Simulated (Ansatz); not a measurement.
# Sc2NO2 monolayer: from the cell to its phonons, part 3 of 3

How does Sc2NO2 monolayer vibrate, and is this structure a minimum?

Ansatz 0.2.0; DFT PBEsol, scalar-relativistic, plane waves, PAW.

So far, highest frequency on the path or at a solved wavevector (cm⁻¹): step 6 (the dispersion) 586.

## (7) Isotope substitution, element N, natural mass 14.007 amu

An isotope changes the mass and not the force constants, so no new electronic calculation is needed; the shifts show which modes move this element.

The same force constants with the mass of N changed from 14.007 to 15.000 u (phonopy, no LO-TO term). Both lists are sorted by frequency; levels can cross, so a row need not hold one and the same mode. Modes under 3 cm⁻¹ are left out. Isotope shifts, by row, the first 40 of 57 rows:

```
         q  rank  natural mass (cm⁻¹)  changed mass (cm⁻¹)
     0 0 0     4                124.8                124.8
     0 0 0     5                124.8                124.8
     0 0 0     6                205.6                205.6
     0 0 0     7                358.5                347.8
     0 0 0     8                358.5                347.8
     0 0 0     9                408.9                403.9
     0 0 0    10                454.9                454.9
     0 0 0    11                454.9                454.9
     0 0 0    12                478.8                478.8
     0 0 0    13                485.2                485.1
     0 0 0    14                485.2                485.1
     0 0 0    15                527.2                517.6
0 0.1667 0     1                59.84                59.65
0 0.1667 0     2                87.52                87.25
0 0.1667 0     3                147.7                147.7
0 0.1667 0     4                150.1                149.6
0 0.1667 0     5                193.4                193.4
0 0.1667 0     6                206.8                206.8
0 0.1667 0     7                352.1                341.8
0 0.1667 0     8                358.9                  348
0 0.1667 0     9                371.4                366.2
0 0.1667 0    10                446.8                446.5
0 0.1667 0    11                458.6                458.6
0 0.1667 0    12                480.6                480.5
0 0.1667 0    13                484.3                481.2
0 0.1667 0    14                496.7                496.6
0 0.1667 0    15                554.9                548.6
0 0.3333 0     1                130.1                129.9
0 0.3333 0     2                157.8                157.6
0 0.3333 0     3                190.2                190.2
0 0.3333 0     4                191.8                191.6
0 0.3333 0     5                243.3                243.3
0 0.3333 0     6                264.5                  264
0 0.3333 0     7                358.9                349.7
0 0.3333 0     8                361.3                350.7
0 0.3333 0     9                396.2                389.4
0 0.3333 0    10                452.4                449.6
0 0.3333 0    11                461.1                457.1
0 0.3333 0    12                461.7                461.6
0 0.3333 0    13                470.4                470.3
```

A mode of this element alone would shift by -3.37 %. The highest zone-centre frequency without the field goes from 527.2 to 517.6 cm⁻¹ (-1.8 %). The product of the frequency ratios over all optical modes at Γ is 0.912; the product rule, (m/m′)^(3k/2) (M′/M)^(3/2) with k = 1 such atoms and M the mass of the cell, gives 0.912.

## (8) Another isotope, element O, natural mass 15.999 amu

The same for O, from 16.00 to 18.00 u.

The same force constants with the mass of O changed from 15.999 to 17.999 u (phonopy, no LO-TO term). Both lists are sorted by frequency; levels can cross, so a row need not hold one and the same mode. Modes under 3 cm⁻¹ are left out. Isotope shifts, by row, the first 40 of 57 rows:

```
         q  rank  natural mass (cm⁻¹)  changed mass (cm⁻¹)
     0 0 0     4                124.8                122.9
     0 0 0     5                124.8                122.9
     0 0 0     6                205.6                202.2
     0 0 0     7                358.5                358.3
     0 0 0     8                358.5                358.3
     0 0 0     9                408.9                400.1
     0 0 0    10                454.9                435.6
     0 0 0    11                454.9                435.6
     0 0 0    12                478.8                459.1
     0 0 0    13                485.2                464.4
     0 0 0    14                485.2                464.4
     0 0 0    15                527.2                515.4
0 0.1667 0     1                59.84                59.06
0 0.1667 0     2                87.52                86.27
0 0.1667 0     3                147.7                145.4
0 0.1667 0     4                150.1                147.9
0 0.1667 0     5                193.4                190.4
0 0.1667 0     6                206.8                204.1
0 0.1667 0     7                352.1                351.3
0 0.1667 0     8                358.9                358.7
0 0.1667 0     9                371.4                  364
0 0.1667 0    10                446.8                427.3
0 0.1667 0    11                458.6                439.1
0 0.1667 0    12                480.6                  460
0 0.1667 0    13                484.3                466.3
0 0.1667 0    14                496.7                474.7
0 0.1667 0    15                554.9                538.8
0 0.3333 0     1                130.1                128.9
0 0.3333 0     2                157.8                155.6
0 0.3333 0     3                190.2                187.3
0 0.3333 0     4                191.8                188.8
0 0.3333 0     5                243.3                  240
0 0.3333 0     6                264.5                260.4
0 0.3333 0     7                358.9                354.3
0 0.3333 0     8                361.3                361.3
0 0.3333 0     9                396.2                389.1
0 0.3333 0    10                452.4                437.9
0 0.3333 0    11                461.1                441.4
0 0.3333 0    12                461.7                447.8
0 0.3333 0    13                470.4                450.3
```

A mode of this element alone would shift by -5.72 %. The highest zone-centre frequency without the field goes from 527.2 to 515.4 cm⁻¹ (-2.2 %). The product of the frequency ratios over all optical modes at Γ is 0.734; the product rule, (m/m′)^(3k/2) (M′/M)^(3/2) with k = 2 such atoms and M the mass of the cell, gives 0.734.

## (9) What came out

| Item | Value |
| --- | --- |
| space group after relaxation (within 0.01 Å) | P-3m1 |
| area per atom | 1.79 Å² |
| electronic character | no gap on this mesh |
| highest optical mode at the zone centre (no LO-TO term) | 527 cm⁻¹ |
| lowest optical zone-centre mode | 125 cm⁻¹ |
| lowest mode on the q mesh (acoustic modes at Γ apart) | 59.8 cm⁻¹ |
| highest frequency on the path or at a solved wavevector | 586 cm⁻¹ |
| zero-point energy per atom | 64.7 meV |
| heat capacity at 300 K | 19.5 J/(mol atoms K) |
| vibrational entropy at 300 K | 17.8 J/(mol atoms K) |
| imaginary modes on the 6×6×1 q mesh | none |

**Reading.** The structure is a minimum as far as tested: no mode is imaginary at the 7 irreducible wavevectors of the 6×6×1 mesh, and the softest away from the acoustic zeros lies at 60 cm⁻¹. The optical modes at Γ span 125 to 527 cm⁻¹. On the path and the mesh, the widest gap between branches runs from 278 to 349 cm⁻¹. With no gap, or one that is small against the smearing, the frequencies hang on the k mesh and the smearing, most of all near Kohn anomalies. The phonon runs are without spin polarisation, although the cell has an odd electron count. In a sheet or slab the interpolated bending branch near Γ is rough, since the rotational sum rule isn't imposed. A phonon run warned that its eigensolver left some bands unconverged in a pass. The starting cell was built on a prototype and not taken from a measurement. These are harmonic frequencies at zero temperature: anharmonic shifts, linewidths and thermal expansion are left out.

[Logs are printed without paths, hosts, clocks, repeated set-up lines and the standing remarks that a program may print on its own settings, such as how far it seeks lower states.]

[Hosts, paths, dates, database ids (printed as entryN), source tags and the programs' standing remarks are cut or masked in the printed files.]
